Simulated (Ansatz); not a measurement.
# Se on W(100): change of the work function, part 3 of 3

Wanted: Δφ(θ) for Se/W(100), starting from the hollow site.

Ansatz 0.2.0; plane-wave DFT, PBE, Ansatz PAW.

So far, work function, upper face (eV): step 2 (the clean slab) 4.14; step 3 (21 atoms, coverage 0.25 ML, cell 2x2) 4.51.

## Step 4: The covered slab, k-mesh 12×12×1, coverage 1 ML

System of this step: W5Se (Se/W(100)). The cell holds 6 atoms: 5 W and 1 Se. Cell: a = 3.160 Å, b = 3.160 Å, c = 26.090 Å, α = 90.0°, β = 90.0°, γ = 90.0°. Vacuum lies along c.

Another coverage, to see how the dipoles act on each other as their distance changes.

Contents of input.yaml:

```yaml
crystal:
  lattice:
    - [3.16, 0.0, 0.0]
    - [0.0, 3.16, 0.0]
    - [0.0, 0.0, 26.0899814035]
  atoms:
    - { symbol: W, position: [0.0, 0.0, 0.3449600006] }
    - { symbol: W, position: [0.5, 0.5, 0.4055196451] }
    - { symbol: W, position: [0.0, 0.0, 0.4660474217] }
    - { symbol: W, position: [0.5, 0.5, 0.529083778] }
    - { symbol: W, position: [0.0, 0.0, 0.5839102023] }
    - { symbol: Se, position: [0.5, 0.5, 0.6550399994] }
kpoints:
  mp_grid: { grid: [12, 12, 1] }
hamiltonian:
  xc: pbe
scf:
  occupations: { method: fermi_dirac, width: 0.1 }
  convergence: { dr2_threshold: 1.0e-08 }
efield:
  axis: 3
  dipole_correction: true
  ramp_position: 0.97
  ramp_width: 0.06
relax:
  f_tol: 0.02
  max_steps: 60
  constraints: [{ sites: [0, 1] }]
output:
  write_potential: true
  write_density: true
  volumetric_format: npy
```

Command:

```bash
ansatz run input.yaml --threads 4 --pin off --max-ram 6144MiB --backend cpu --events-out ev --progress --plain --runs-dir out
```

Numbers of over 12 decimals in the logs are rounded to 6 here.

What it wrote:

```text
[...]
Crystal: 6 atoms, lattice volume = 260.524 Å³
Basis set: ecut = 420 eV, 5135 PW (Γ), exchange–correlation on 48×48×360 points (8 copies of the dense FFT grid, shifted against one another)
Bands: 52, of which v1, the nominal top of the filled ones, is band 43 counted from 1 (42 counted from 0)
Symmetry: 8 space group operations
[...]
k-points: 28 of 144
[...]
SCF iter   1: F=—  HF=-57389.909011 eV  |F-HF|=—  |Δ(HF+E_count)|=         —  Δρ=6.10e-3  dr2=3.40e-1  ethr=1.77e-3  p=-0.015 e·Å  D=-1.06e-2 V/Å  ΔV_dip=0.28 eV  dr2_dipole=6.72e-2  V_vac-E_F(+/−)=4.49/4.22 eV  ⟨swp⟩=9.0  Hψ=6658  notcnv=0
[...]
SCF iter  10: F=-57389.885485 eV  HF=-57389.885485 eV  |F-HF|=2.42e-9  |Δ(HF+E_count)|=   8.55e-9  Δρ=4.60e-7  dr2=1.40e-9  ethr=1.16e-11  p=-0.015 e·Å  D=-1.04e-2 V/Å  ΔV_dip=0.27 eV  dr2_dipole=1.69e-12  V_vac-E_F(+/−)=4.55/4.27 eV  ⟨swp⟩=11.0  Hψ=10384  notcnv=0
SCF 1 converged in 10 iterations: F = -57389.885485 eV  dr2 = 1.40e-9
[...]
relax step   1: F+E_penalty+E_count = -57389.88548496 eV  Δ(F+E_penalty+E_count) = +0.000e0 eV  max|allowed force component| = 2.984e0 eV/Å  Δτ_max = 0.0000 Å  (10 SCF iters, accepted)
[...]
SCF iter  10: F=-57390.423280 eV  HF=-57390.423280 eV  |F-HF|=1.52e-9  |Δ(HF+E_count)|=   9.28e-9  Δρ=5.60e-7  dr2=2.00e-9  ethr=1.16e-11  p=-0.019 e·Å  D=-1.30e-2 V/Å  ΔV_dip=0.34 eV  dr2_dipole=2.99e-10  V_vac-E_F(+/−)=4.58/4.24 eV  ⟨swp⟩=10.9  Hψ=10210  notcnv=0
SCF 2 converged in 10 iterations: F = -57390.423280 eV  dr2 = 2.00e-9
relax step   2: F+E_penalty+E_count = -57390.42328037 eV  Δ(F+E_penalty+E_count) = -5.378e-1 eV  max|allowed force component| = 5.719e-1 eV/Å  Δτ_max = 0.1928 Å  (10 SCF iters, accepted)
[...]
SCF iter   8: F=-57390.412784 eV  HF=-57390.412784 eV  |F-HF|=1.14e-8  |Δ(HF+E_count)|=   5.89e-8  Δρ=1.39e-6  dr2=9.33e-9  ethr=1.16e-11  p=-0.014 e·Å  D=-9.54e-3 V/Å  ΔV_dip=0.25 eV  dr2_dipole=2.06e-10  V_vac-E_F(+/−)=4.49/4.24 eV  ⟨swp⟩=10.0  Hψ=12047  notcnv=0
SCF 3 converged in 8 iterations: F = -57390.412784 eV  dr2 = 9.33e-9
relax step   3: F+E_penalty+E_count = -57390.41278409 eV  Δ(F+E_penalty+E_count) = +1.050e-2 eV  max|allowed force component| = 6.112e-1 eV/Å  Δτ_max = 0.1775 Å  (8 SCF iters, rejected (line search))
[...]
relax step   4: F+E_penalty+E_count = -57390.44411092 eV  Δ(F+E_penalty+E_count) = -2.083e-2 eV  max|allowed force component| = 7.230e-2 eV/Å  Δτ_max = 0.0775 Å  (8 SCF iters, accepted)
SCF iter   1: F=—  HF=-57390.444512 eV  |F-HF|=—  |Δ(HF+E_count)|=         —  Δρ=3.97e-4  dr2=1.73e-3  ethr=4.13e-6  p=-0.018 e·Å  D=-1.24e-2 V/Å  ΔV_dip=0.32 eV  dr2_dipole=3.26e-4  V_vac-E_F(+/−)=4.56/4.24 eV  ⟨swp⟩=2.9  Hψ=2540  notcnv=0
[...]
SCF iter   6: F=-57390.444460 eV  HF=-57390.444460 eV  |F-HF|=9.45e-9  |Δ(HF+E_count)|=   3.16e-8  Δρ=7.79e-7  dr2=1.88e-9  ethr=1.16e-11  p=-0.018 e·Å  D=-1.24e-2 V/Å  ΔV_dip=0.32 eV  dr2_dipole=2.42e-11  V_vac-E_F(+/−)=4.56/4.24 eV  ⟨swp⟩=11.2  Hψ=10748  notcnv=0
SCF 5 converged in 6 iterations: F = -57390.444460 eV  dr2 = 1.88e-9
relax step   5: F+E_penalty+E_count = -57390.44446004 eV  Δ(F+E_penalty+E_count) = -3.491e-4 eV  max|allowed force component| = 1.562e-2 eV/Å  Δτ_max = 0.0079 Å  (6 SCF iters, accepted)
[...]
WARN: The input density's exchange-correlation potential varies sharply where the density is thin. Do not read a vacuum level from v_tot or v_xc, or from such a field of the output density. On a cell that repeats whose density bears no net charge and no dipole along the vacuum's axis use v_es (v_loc + v_h of the components); under efield.dipole_correction with no amplitude use v_es + v_field, which holds any external [...]
SCF converged after 6 iterations
Free energy (F): -57390.444460 eV
[...]
Internal energy: -57390.279466 eV  (E = F + TS)
E sigma→0 (E₀):  -57390.361963 eV
Entropy (-TS):   -0.164994 eV (-27.499 meV/atom)
Fermi energy:    5.103344 eV
Dipole field:    D = -0.012355 V/Å  (p = -0.017788 e·Å, saw-weighted, corrected)
Work function:   Φ+ = 4.5610 eV   Φ− = 4.2387 eV
[...]
--- Forces (eV/Å), atoms counted from 1 ---
  atom   1  W      0.00000000    -0.00000000     1.51101574
  atom   2  W     -0.00000000     0.00000000    -1.52299898
  atom   3  W      0.00000000     0.00000000     0.00026149
  atom   4  W      0.00000000    -0.00000000     0.00061882
  atom   5  W      0.00000000    -0.00000000     0.01561860
  atom   6  Se    -0.00000000     0.00000000    -0.00451860
  max |Σ_I F_I| component: 2.94e-6 eV/Å
--- Band table (eV; the first three rows and the last of 28) ---
  k-point 0: bands = [... 39 lower, 4.4488, 4.5323, 4.5323, 4.6556, 4.9064, 5.4405, 5.6572, 5.6572, ... 5 higher]
  k-point 1: bands = [... 39 lower, 4.4492, 4.6516, 4.6924, 4.7595, 4.9155, 5.1486, 5.6966, 5.8304, ... 5 higher]
  k-point 2: bands = [... 39 lower, 4.3400, 4.4337, 4.5168, 4.7180, 4.9739, 5.3762, 5.8702, 6.1162, ... 5 higher]
  k-point 27: bands = [... 39 lower, 4.5520, 4.5520, 5.7523, 6.9117, 7.0799, 7.2662, 7.2662, 7.7664, ... 5 higher]
--- Relaxed structure (5 steps of the walk, 4 accepted, 0 SCFs on fresh bases) ---
  F+E_penalty+E_count = -57390.44446004 eV   max|allowed force component| = 1.562e-2 eV/Å
  atoms:
    - { symbol: W, position: [0.0, 0.0, 0.3449600006] }
    - { symbol: W, position: [0.500000, 0.500000, 0.405520] }
    - { symbol: W, position: [1.7285038439811537e-18, 0, 0.467125] }
    - { symbol: W, position: [0.500000, 0.500000, 0.525949] }
    - { symbol: W, position: [1.0031594341788359e-17, 0, 0.590164] }
    - { symbol: Se, position: [0.500000, 0.500000, 0.646635] }
```

It took 37 s on 4 threads of Arm Neoverse V2, shared host; peak memory 0.74 GiB; 2.4 min of CPU time.

Relaxation path:

| step | energy less that of the first step (eV) | largest force component (eV/Å) |
| --- | --- | --- |
| 1 | 0.0000 | 2.9844 |
| 2 | -0.5378 | 0.5719 |
| 3 | -0.5273 | 0.6112 |
| 4 | -0.5586 | 0.0723 |
| 5 | -0.5590 | 0.0156 |

Relaxation step 3 was tried and not accepted.

The run keeps the 8 symmetry operations that it works with, so distortions that break them were not tested.

The atoms that moved most (Å):

| atom | dx | dy | dz | length |
| --- | --- | --- | --- | --- |
| Se6 | 0.000 | 0.000 | -0.219 | 0.219 |
| W5 | 0.000 | 0.000 | 0.163 | 0.163 |
| W4 | 0.000 | 0.000 | -0.082 | 0.082 |
| W3 | 0.000 | 0.000 | 0.028 | 0.028 |

The relaxed structure:

```cif
data_structure
_symmetry_space_group_name_H-M 'P 1'
_symmetry_Int_Tables_number 1
_cell_length_a 3.1600
_cell_length_b 3.1600
_cell_length_c 26.0900
_cell_angle_alpha 90.000
_cell_angle_beta 90.000
_cell_angle_gamma 90.000
_cell_volume 260.52
loop_
_atom_site_label
_atom_site_type_symbol
_atom_site_fract_x
_atom_site_fract_y
_atom_site_fract_z
_atom_site_occupancy
W1 W 0.00000 0.00000 0.34496 1
W2 W 0.50000 0.50000 0.40552 1
W3 W 0.00000 0.00000 0.46712 1
W4 W 0.50000 0.50000 0.52595 1
W5 W 0.00000 0.00000 0.59016 1
Se6 Se 0.50000 0.50000 0.64663 1
```

Numbers from this step:

```yaml
energy_at_zero_smearing: -57390.3620 eV
work_function_upper_face: 4.561 eV
work_function_lower_face: 4.239 eV
dipole_along_the_normal: -0.01779 e·Å
step_between_the_vacuum_levels: 0.3223 eV
```

Running mean over 1.58 Å of the planar mean; the ramp of the sawtooth is left out. Electron's electrostatic potential energy less the Fermi level against z:

| z (Å) | electron's electrostatic potential energy less the Fermi level (eV) |
| --- | --- |
| 3.5 | 4.24 |
| 4.0 | 4.24 |
| 4.5 | 4.24 |
| 5.0 | 4.23 |
| 5.5 | 4.21 |
| 6.0 | 4.15 |
| 6.5 | 3.96 |
| 7.0 | 3.41 |
| 7.5 | 1.71 |
| 8.0 | -2.53 |
| 8.5 | -7.90 |
| 9.0 | -11.2 |
| 9.5 | -12.1 |
| 10.0 | -12.3 |
| 10.5 | -12.4 |
| 11.0 | -12.4 |
| 11.5 | -12.4 |
| 12.0 | -12.6 |
| 12.5 | -12.9 |
| 13.0 | -13.1 |
| 13.5 | -12.7 |
| 14.0 | -12.0 |
| 14.5 | -11.6 |
| 15.0 | -12.0 |
| 15.5 | -12.7 |
| 16.0 | -11.1 |
| 16.5 | -7.87 |
| 17.0 | -4.88 |
| 17.5 | -1.68 |
| 18.0 | 1.30 |
| 18.5 | 3.57 |
| 19.0 | 4.33 |
| 19.5 | 4.50 |
| 20.0 | 4.54 |
| 20.5 | 4.56 |
| 21.0 | 4.56 |
| 21.5 | 4.56 |
| 22.0 | 4.56 |
| 22.5 | 4.56 |
| 23.0 | 4.56 |

The relaxation took 5 steps and lowered the energy by 0.56 eV; the largest force on the free atoms ends at 0.016 eV/Å.

The covered face has 4.56 eV, +0.42 eV against the clean one; the bare back face has moved by -0.01 eV, a measure of how thin the slab is.

## Step 5: Work function against coverage

This step: plane-wave DFT, PBE, Ansatz PAW; work function against coverage (Ansatz 0.2.0).

The runs are now put side by side.

Numbers from this step:

| Item | Value |
| --- | --- |
| work function of the clean face | 4.140 eV |
| largest change of the work function | 0.4208 eV |

Table of work function of the covered face by coverage:

| coverage (adsorbates/nm²) | work function of the covered face (eV) |
| --- | --- |
| 0.00 | 4.14 |
| 2.50 | 4.51 |
| 10.01 | 4.56 |

The dipole per adsorbate comes from the change of the cell's dipole. Coverage, by row:

| coverage (1/nm²) | coverage (ML) | work function (eV) | change (eV) | dipole per adsorbate, positive end outwards (debye) | mean height of the added atoms over the highest substrate atom (Å) |
| --- | --- | --- | --- | --- | --- |
| 2.504 | 0.25 | 4.509 | 0.3685 | -0.411 | 1.727 |
| 10.01 | 1 | 4.561 | 0.4208 | -0.115 | 1.473 |

## Step 6: Outcome

* work function of the clean face: 4.14 eV
* work function at 0.25 ML: 4.51 eV
* work function at 1 ML: 4.56 eV
* dipole per adsorbate at 0.25 ML, positive end outwards: -0.41 D

Se raises the work function of W(100) at the lowest coverage, by 0.37 eV: the adsorbate layer has its negative end outwards. The slab has 5 layers, at the tabulated experimental lattice constant, one starting site was run, and quantum-size effects of a slab this thin can reach one or two tenths of an eV.

[Logs are printed without paths, hosts, clocks, repeated set-up lines and the standing remarks that a program may print on its own settings, such as how far it seeks lower states.]

[Hosts, paths, dates, database ids (printed as entryN), source tags and the programs' standing remarks are cut or masked in the printed files.]

[Maps of the electrostatic potential energy from Ansatz leave out the sawtooth potential of an applied field or a dipole correction, so their vacuum need not be flat; planar profiles and work functions include it.]
